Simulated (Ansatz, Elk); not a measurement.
**Y2Si2B: X-ray structure factors from the self-consistent density**

Structure refinements treat a crystal as free atoms side by side. For a made-up structure of Y2Si2B (cell and positions from a r2SCAN relaxation) the runs below show what the calculated density changes in F(hkl).

Program: Elk 11.2.3 (patched build). Level of theory: DFT, PBE, all-electron APW+lo, Dirac cores, scalar-relativistic bands, static density, no spin. Results are calculated unless marked as measured.

The structure was built from a prototype and need not be the compound's stable phase.

### 1. The structure

It takes space group Immm (No. 71, orthorhombic). The conventional cell has a = 3.452 Å, b = 5.846 Å, c = 8.864 Å, α = 90.00°, β = 90.00°, γ = 90.00°. Y has 6 Si at 2.90 to 2.98 Å and 4 B at 3.09 to 3.47 Å and 6 Y at 3.45 to 3.47 Å nearest. Nearest to Si lie 2 B at 2.20 Å and 1 Si at 2.73 Å and 6 Y at 2.90 to 2.98 Å. B has 4 Si at 2.20 Å and 8 Y at 3.09 to 3.47 Å and 2 B at 3.45 Å nearest. Farther neighbours are not listed.

### 2. Ground state and structure factors

An all-electron density is needed, since X-rays see the cores too. Task 0 finds the density and task 195 Fourier-transforms it; tshift is off so that phases refer to the origin typed.

File elk.in:

```
tasks
  0
  195

xctype
  20

spinpol
  .false.

rgkmax
  7.0

gmaxvr
  14.0

lmaxo
  7

lmaxapw
  8

swidth
  0.002

tshift
  .false.

ramdisk
  .false.

hmaxvr
  5.5

maxscl
  120

epspot
  1e-06

sppath
  './'

avec
  -3.26137629689 5.52407909612 8.37556111913
  3.26137629689 -5.52407909612 8.37556111913
  3.26137629689 5.52407909612 -8.37556111913

atoms
  3
  'Y.in'
  2
  0.7105799881 0.2105799881 0.5000000000   0.000000 0.000000 0.000000
  0.2894200119 0.7894200119 0.5000000000   0.000000 0.000000 0.000000
  'Si.in'
  2
  0.7669073403 0.5000000000 0.2669073403   0.000000 0.000000 0.000000
  0.2330926597 0.5000000000 0.7330926597   0.000000 0.000000 0.000000
  'B.in'
  1
  0.0000000000 -0.0000000000 0.0000000000   0.000000 0.000000 0.000000

ngridk
  8 8 8
```

Started as:

```bash
$ OMP_NUM_THREADS=4 elk
```

Numbers of over 12 decimals in the logs are rounded to 6 here.

Output:

```text
┌─────────────────────────┐
│ Elk code version 11.2.3 │
└─────────────────────────┘

All units are atomic (Hartree, Bohr, etc.)

┌─────────────────────────────────────────────────┐
│ Ground-state run starting from atomic densities │
└─────────────────────────────────────────────────┘

Lattice vectors :
  -3.261376297       5.524079096       8.375561119
   3.261376297      -5.524079096       8.375561119
   3.261376297       5.524079096      -8.375561119

Reciprocal lattice vectors :
  0.9744615877E-17  0.5687088470      0.3750904099
  0.9632720568      0.1354343869E-16  0.3750904099
  0.9632720568      0.5687088470     -0.1662180560E-16

Unit cell volume      :    603.5798077
Brillouin zone volume :   0.4109650626

Muffin-tin inner radius fraction :   0.1000000000E-01

Nuclei treated as point charges

Species : 1 (Y)
 parameters loaded from : Y.in
 name : yttrium
 nuclear charge    :   -39.00000000
 electronic charge :    39.00000000
 atomic mass :    162065.4503
 muffin-tin radius :    2.600000000
 number of radial points in muffin-tin :   1193
 inner part over the whole radius :   0.9871815862E-02
 number on inner part of muffin-tin    :    847
 approximate nuclear radius :   0.8135895711E-04
 number of mesh points to nuclear radius :    416
 atomic positions (lattice), magnetic fields (Cartesian) :
  1 :  -0.28942001  0.21057999  0.50000000    0.00000000  0.00000000  0.00000000
  2 :   0.28942001 -0.21057999  0.50000000    0.00000000  0.00000000  0.00000000

Species : 2 (Si)
 parameters loaded from : Si.in
 name : silicon
 nuclear charge    :   -14.00000000
 electronic charge :    14.00000000
 atomic mass :    51196.73458
 muffin-tin radius :    2.200000000
 number of radial points in muffin-tin :    793
 inner part over the whole radius :   0.9899632250E-02
 number on inner part of muffin-tin    :    553
 approximate nuclear radius :   0.5963282101E-04
 number of mesh points to nuclear radius :    246
 atomic positions (lattice), magnetic fields (Cartesian) :
  1 :  -0.23309266  0.50000000  0.26690734    0.00000000  0.00000000  0.00000000
  2 :   0.23309266  0.50000000 -0.26690734    0.00000000  0.00000000  0.00000000

Species : 3 (B)
 parameters loaded from : B.in
 name : boron
 nuclear charge    :   -5.000000000
 electronic charge :    5.000000000
 atomic mass :    19707.24742
 muffin-tin radius :    1.800000000
 number of radial points in muffin-tin :    593
 inner part over the whole radius :   0.9957276294E-02
 number on inner part of muffin-tin    :    405
 approximate nuclear radius :   0.4534157419E-04
 number of mesh points to nuclear radius :    161
 atomic positions (lattice), magnetic fields (Cartesian) :
  1 :   0.00000000  0.00000000  0.00000000    0.00000000  0.00000000  0.00000000

Total number of atoms per unit cell :    5
Total muffin-tin volume :    260.8778540
 ratio of muffin-tin to unit cell volume :   0.4322176631

Spin treatment :
 spin-unpolarised

Number of Bravais lattice symmetries :    8
Number of crystal symmetries         :    8
Crystal has inversion symmetry
Real symmetric eigensolver will be used

k-point grid :      8     8     8
k-point offset :    0.000000000       0.000000000       0.000000000
k-point set is reduced with full crystal symmetry group
Total number of k-points :       95

Muffin-tin radius times maximum |G+k| :    7.000000000
 using average radius
Maximum |G+k| for APW functions       :    3.070175439
Maximum (1/2)|G+k|²                   :    4.712988612
Maximum |G| for potential and density :    14.00000000
Constant for pseudocharge density :    9
 order of it for each species :   16  16  16
 order of it for pair densities of each species (exact exchange by exxq0 0: 17) :   13   9   5
Radial integration step length :    1

G-vector grid sizes :     48    48    48
Number of G-vectors :    27987

Maximum angular momentum used for
 APW functions            :    8
 outer part of muffin-tin :    7
 inner part of muffin-tin :    2

Total nuclear charge    :   -111.0000000
[...]
correlation                 :     -5.251155
 electron entropic           :    -0.11552489841035E-02
 total energy                :     -7378.5379990689

Density of states at Fermi energy :    90.16501382
 (states/Hartree/unit cell)

Estimated indirect band gap :   0.2142413305E-03
 from k-point 45 to k-point 4
Estimated direct band gap   :   0.2046297544E-02
 at k-point 63

Charges :
 core                        :    78.00000000
 valence                     :    33.00000000
 interstitial                :    8.869540822
 muffin-tins (core leakage)
  species : 1 (Y)
   atom 1                    :    36.75294915     (  0.9022006157E-05)
[...]
species : 2 (Si)
[...]
species : 3 (B)
[...]
total in muffin-tins        :    102.1304592
 total calculated charge     :    110.9970813
 total charge                :    111.0000000
 error                       :   0.2918719027E-02

RMS change in Kohn-Sham potential (target) :    2.134707001     (  0.1000000000E-05)
Absolute change in total energy (target)   :    1.004531613     (  0.1000000000E-03)

[... loops 3 to 14 left out ...]

┌──────────────────┐
│ Loop number : 15 │
└──────────────────┘

Energies :
 Fermi                       :     0.313156
 sum of occupied eigenvalues :     -4322.1694876540
 electron kinetic            :      7591.8964217154
 core electron kinetic       :      7463.9173833177
 Coulomb                     :     -14702.946417436
 Coulomb potential           :     -11568.914757652
 nuclear-nuclear             :     -878.26287385303
 electron-nuclear            :     -16097.763113474
 Hartree                     :      2273.0795698907
 Madelung                    :     -8918.4890386100
 xc potential                :     -345.15115171705
 exchange                    :     -260.10050358305
 correlation                 :     -5.258374
 electron entropic           :    -0.10292643422834E-02
 total energy                :     -7376.4099023931

Density of states at Fermi energy :    79.53025576
 (states/Hartree/unit cell)

Estimated indirect band gap :   0.3286984441E-03
 from k-point 67 to k-point 86
Estimated direct band gap   :   0.3483393508E-02
 at k-point 63

Charges :
 core                        :    78.00000000
 valence                     :    33.00000000
 interstitial                :    8.861331348
 muffin-tins (core leakage)
  species : 1 (Y)
[...]
species : 2 (Si)
[...]
species : 3 (B)
[...]
total in muffin-tins        :    102.1386687
 total calculated charge     :    110.9971531
 total charge                :    111.0000000
 error                       :   0.2846895957E-02

RMS change in Kohn-Sham potential (target) :   0.9744143012E-06 (  0.1000000000E-05)
Absolute change in total energy (target)   :   0.2983150716E-04 (  0.1000000000E-03)

Convergence targets achieved

┌──────────────────┐
│ Loop number : 16 │
└──────────────────┘

Energies :
 Fermi                       :     0.313156
 sum of occupied eigenvalues :     -4322.1694894453
 electron kinetic            :      7591.8964237807
 core electron kinetic       :      7463.9173857933
 Coulomb                     :     -14702.946417729
 Coulomb potential           :     -11568.914760013
 nuclear-nuclear             :     -878.26287385303
 electron-nuclear            :     -16097.763111622
 Hartree                     :      2273.0795677460
 Madelung                    :     -8918.4890377226
 xc potential                :     -345.15115321270
 exchange                    :     -260.10050356688
 correlation                 :     -5.258374
 electron entropic           :    -0.10292646505458E-02
 total energy                :     -7376.4099005968

Density of states at Fermi energy :    79.53028144
 (states/Hartree/unit cell)

Estimated indirect band gap :   0.3286753881E-03
 from k-point 67 to k-point 86
Estimated direct band gap   :   0.3483402079E-02
 at k-point 63

Charges :
 core                        :    78.00000000
 valence                     :    33.00000000
 interstitial                :    8.861331244
 muffin-tins (core leakage)
  species : 1 (Y)
[...]
species : 2 (Si)
   atom 1                    :    12.25409455     (  0.1344589643E-02)
   atom 2                    :    12.25409455     (  0.1344589643E-02)
  species : 3 (B)
   atom 1                    :    3.776200402     (  0.6628202274E-04)
 total in muffin-tins        :    102.1386688
 total calculated charge     :    110.9971531
 total charge                :    111.0000000
 error                       :   0.2846895726E-02

┌──────────────────────────────┐
│ Self-consistent loop stopped │
└──────────────────────────────┘

Warning : core states of species 2 leak from the muffin-tin :   0.1344589643E-02

Wrote STATE.OUT
```

It took 56 s on 4 threads of Arm Neoverse V1, shared host; peak memory 0.17 GiB.

SFACRHO.OUT:

```text

h k l indices transformed by vhmat matrix:
   1.000000000       0.000000000       0.000000000    
   0.000000000       1.000000000       0.000000000    
   0.000000000       0.000000000       1.000000000    

      h      k      l  multipl.   |H|            Re(F)            Im(F)           |F|

      0      0      0      1   0.0000000       111.00000      0.89639562E-16   111.00000    
     -1      0      0      4  0.68126542      -10.643181      0.15491621E-16   10.643181    
      1      1     -1      2  0.75018082      -33.557737      0.53385395E-14   33.557737    
     -1      0      1      4   1.0337243      -2.1447920      0.41748747E-14   2.1447920    
      1     -1      0      4   1.1186254      -63.000203      0.31588627E-14   63.000203    
      1     -1      1      2   1.1374177       46.713635     -0.39187249E-14   46.713635    
     -2     -1      1      4   1.2608192       47.046932      0.10633346E-16   47.046932    
      0      2     -1      8   1.3468831       54.367343     -0.18842381E-13   54.367343    
      0     -2      2      4   1.3625308      -69.369292     -0.94207655E-14   69.369292    
      2      1     -2      4   1.4812591      -55.760374      0.18456987E-13   55.760374    
     -2     -2      2      2   1.5003616       52.923943      0.61876864E-14   52.923943    
     -2      1      0      8   1.5369791       34.742255      0.70645953E-14   34.742255    
      1     -2      2      4   1.7468717      -16.933485     -0.10470406E-14   16.933485    
     -1     -2      3      8   1.8675780      -18.484232     -0.15190076E-13   18.484232    
      3      1     -2      8   1.8714721      -29.603560      0.11531209E-13   29.603560    
      3      1     -1      4   1.8827650       15.662745     -0.14656686E-13   15.662745    
     -1      1      1      2   1.9265441       72.429190     -0.63830249E-14   72.429190    
     -1      1     -2      4   1.9592756      -46.400616     -0.12561932E-13   46.400616
```

Elk indexes on the primitive cell of elk.in and gives |H| = 4π sin θ/λ in inverse bohr. Below, one row stands for each form hkl of the conventional cell (m members, Friedel mates merged), F is for one primitive cell and the density is static (no thermal factor). Free-atom factors are Waasmaier and Kirfel's, and R is Σm||F|−|F'||/Σm|F|.

```
hkl  m  sin θ/λ (Å⁻¹)  abs F, DFT  neutral atoms   diff.
011  4          0.102      10.643         10.695  -0.052
002  2          0.113      33.558         33.659  -0.101
101  4          0.155       2.145          2.028  +0.116
110  4          0.168      63.000         63.221  -0.221
020  2          0.171      46.714         46.801  -0.087
013  4          0.190      47.047         46.985  +0.062
112  8          0.203      54.367         54.356  +0.011
022  4          0.205      69.369         69.634  -0.265
103  4          0.223      55.760         56.202  -0.442
004  2          0.226      52.924         53.288  -0.364
121  8          0.231      34.742         34.645  +0.098
031  4          0.263      16.933         16.982  -0.049
123  8          0.281      18.484         18.256  +0.229
114  8          0.281      29.604         29.556  +0.048
```

### 3. The highest occupied states alone

An energy window below the Fermi level keeps the highest occupied states, to see at which angles they scatter; shallow core shells can lie inside it and anion s states outside. No new self-consistency is needed.

elk.in: that of step 2 with these lines changed.

```diff
@@ -1,3 +1,2 @@
 tasks
-  0
   195
@@ -40,2 +39,5 @@
 
+wsfac
+  -0.127840 0.613160
+
 sppath
```

Started as:

```bash
$ OMP_NUM_THREADS=4 elk
```

Output:

```text
┌─────────────────────────────────┐
│ Elk code version 11.2.3 started │
└─────────────────────────────────┘

Info(readinput): the functional depends on the density's gradient
 muffin-tin radial points multiplied by    2.00000
 (not where nrmtscf is given)

┌────────────────────┐
│ Current task : 195 │
└────────────────────┘

Info(sfacrho): density structure factors written to SFACRHO.OUT

 Energy window :  -0.1278400000      0.6131600000

┌──────────────────┐
│ Elk code stopped │
└──────────────────┘
```

It took 12 s on 4 threads; peak memory 0.16 GiB.

States within 12 eV below the Fermi level hold 17.00 electrons; any levels below the window count with the cores. Their amplitudes can exceed the total, where window and core parts have opposite phase:

```
hkl  sin θ/λ (Å⁻¹)  abs F, window  abs F, all
011          0.102          2.099      10.643
002          0.113          4.684      33.558
101          0.155          0.960       2.145
110          0.168          0.716      63.000
020          0.171          0.295      46.714
013          0.190          1.292      47.047
112          0.203          0.903      54.367
022          0.205          0.109      69.369
103          0.223          0.293      55.760
004          0.226          0.863      52.924
```

### 4. Another functional

The difference from free atoms is small, so it is set against the change that LDA (Perdew-Wang) makes.

elk.in: that of step 3 with these lines changed.

```diff
@@ -1,2 +1,3 @@
 tasks
+  0
   195
@@ -4,3 +5,3 @@
 xctype
-  20
+  3
 
@@ -39,5 +40,2 @@
 
-wsfac
-  -0.127840 0.613160
-
 sppath
```

Started as:

```bash
$ OMP_NUM_THREADS=4 elk
```

Output:

```text
┌─────────────────────────┐
│ Elk code version 11.2.3 │
└─────────────────────────┘

All units are atomic (Hartree, Bohr, etc.)

┌─────────────────────────────────────────────────┐
│ Ground-state run starting from atomic densities │
└─────────────────────────────────────────────────┘

Lattice vectors :
  -3.261376297       5.524079096       8.375561119
   3.261376297      -5.524079096       8.375561119
   3.261376297       5.524079096      -8.375561119

Reciprocal lattice vectors :
  0.9744615877E-17  0.5687088470      0.3750904099
[...]
muffin-tins (core leakage)
  species : 1 (Y)
[...]
species : 2 (Si)
[...]
atom 2                    :    12.26582878     (  0.1371064296E-02)
  species : 3 (B)
   atom 1                    :    3.774775552     (  0.6858894963E-04)
 total in muffin-tins        :    102.1934035
 total calculated charge     :    110.9971112
 total charge                :    111.0000000
 error                       :   0.2888798811E-02

┌──────────────────────────────┐
│ Self-consistent loop stopped │
└──────────────────────────────┘

Warning : core states of species 2 leak from the muffin-tin :   0.1371064296E-02

Wrote STATE.OUT
[key lines of the parts left out:]
total energy                :     -7366.6345830610
```

It took 36 s on 4 threads; peak memory 0.16 GiB.

Against the first run R = 0.06 %; the largest change is -0.046 at 2 0 10.

### 5. Basis size

The basis and the expansions that go with it are enlarged, to see whether the differences are converged.

elk.in: that of step 4 with these lines changed.

```diff
@@ -5,3 +5,3 @@
 xctype
-  3
+  20
 
@@ -11,12 +11,12 @@
 rgkmax
-  7.0
+  8.5
 
 gmaxvr
-  14.0
+  18.0
 
 lmaxo
-  7
+  9
 
 lmaxapw
-  8
+  10
```

Started as:

```bash
$ OMP_NUM_THREADS=4 elk
```

Output:

```text
┌─────────────────────────┐
│ Elk code version 11.2.3 │
└─────────────────────────┘

All units are atomic (Hartree, Bohr, etc.)

┌─────────────────────────────────────────────────┐
│ Ground-state run starting from atomic densities │
└─────────────────────────────────────────────────┘

Lattice vectors :
  -3.261376297       5.524079096       8.375561119
   3.261376297      -5.524079096       8.375561119
   3.261376297       5.524079096      -8.375561119

Reciprocal lattice vectors :
  0.9744615877E-17  0.5687088470      0.3750904099
[...]
muffin-tins (core leakage)
  species : 1 (Y)
[...]
species : 2 (Si)
[...]
atom 2                    :    12.25455067     (  0.1344710294E-02)
  species : 3 (B)
   atom 1                    :    3.781121523     (  0.6634280669E-04)
 total in muffin-tins        :    102.1484572
 total calculated charge     :    110.9972266
 total charge                :    111.0000000
 error                       :   0.2773413894E-02

┌──────────────────────────────┐
│ Self-consistent loop stopped │
└──────────────────────────────┘

Warning : core states of species 2 leak from the muffin-tin :   0.1344710294E-02

Wrote STATE.OUT
[key lines of the parts left out:]
total energy                :     -7376.4123349763
```

Run time: 2.5 min. Hardware: 4 threads; peak memory 0.36 GiB.

Against the first run R = 0.01 %; the largest change is -0.005 at 107.

### 6. Settings against the effect

```
                              run  R against the first run (%)  R against neutral atoms, low angle (%)  wall time
                    PBE, rgkmax 7                         0.00                                    0.38       56 s
                LDA (Perdew-Wang)                         0.06                                    0.36       36 s
rgkmax 8.5 with larger expansions                         0.01                                    0.38    2.5 min
```

### 7. Summary of results

| Item | Value |
| --- | --- |
| R against neutral atoms, sin θ/λ < 0.3 Å⁻¹ | 0.38 % |
| R against neutral atoms, 0.3 to 0.66 Å⁻¹ | 0.18 % |

What this shows: Independent neutral atoms miss the calculated amplitudes by R = 0.38 % below 0.3 Å⁻¹ and 0.18 % from there to 0.66 Å⁻¹; by shells, 0.37 % below 0.15 Å⁻¹ (2 forms), 0.38 % 0.15 to 0.3 (16 forms), 0.17 % 0.3 to 0.45 (32 forms), 0.19 % above 0.45 (99 forms). Bonding, aspherical density and the tables' own atoms all enter these figures, and the runs don't part them. The largest change of an amplitude is -0.44 electrons, at 103. The window's part falls from 17.0 electrons at the origin to at most 0.17 between 0.45 and 0.66 Å⁻¹. Below 0.3 Å⁻¹ the changes that finished (LDA (Perdew-Wang) and rgkmax 8.5 with larger expansions) move F by R = 0.04 % at most, against the 0.38 % that separates it from free atoms. The k-mesh has no finished test. Part of the difference isn't bonding: the tables are fits to free atoms and ions calculated by other methods than this functional. Thermal motion, anomalous dispersion and extinction are left out.

[Logs are printed without paths, hosts, clocks, repeated set-up lines and the standing remarks that a program may print on its own settings, such as how far it seeks lower states.]

[Hosts, paths, dates, database ids (printed as entryN), source tags and the programs' standing remarks are cut or masked in the printed files.]
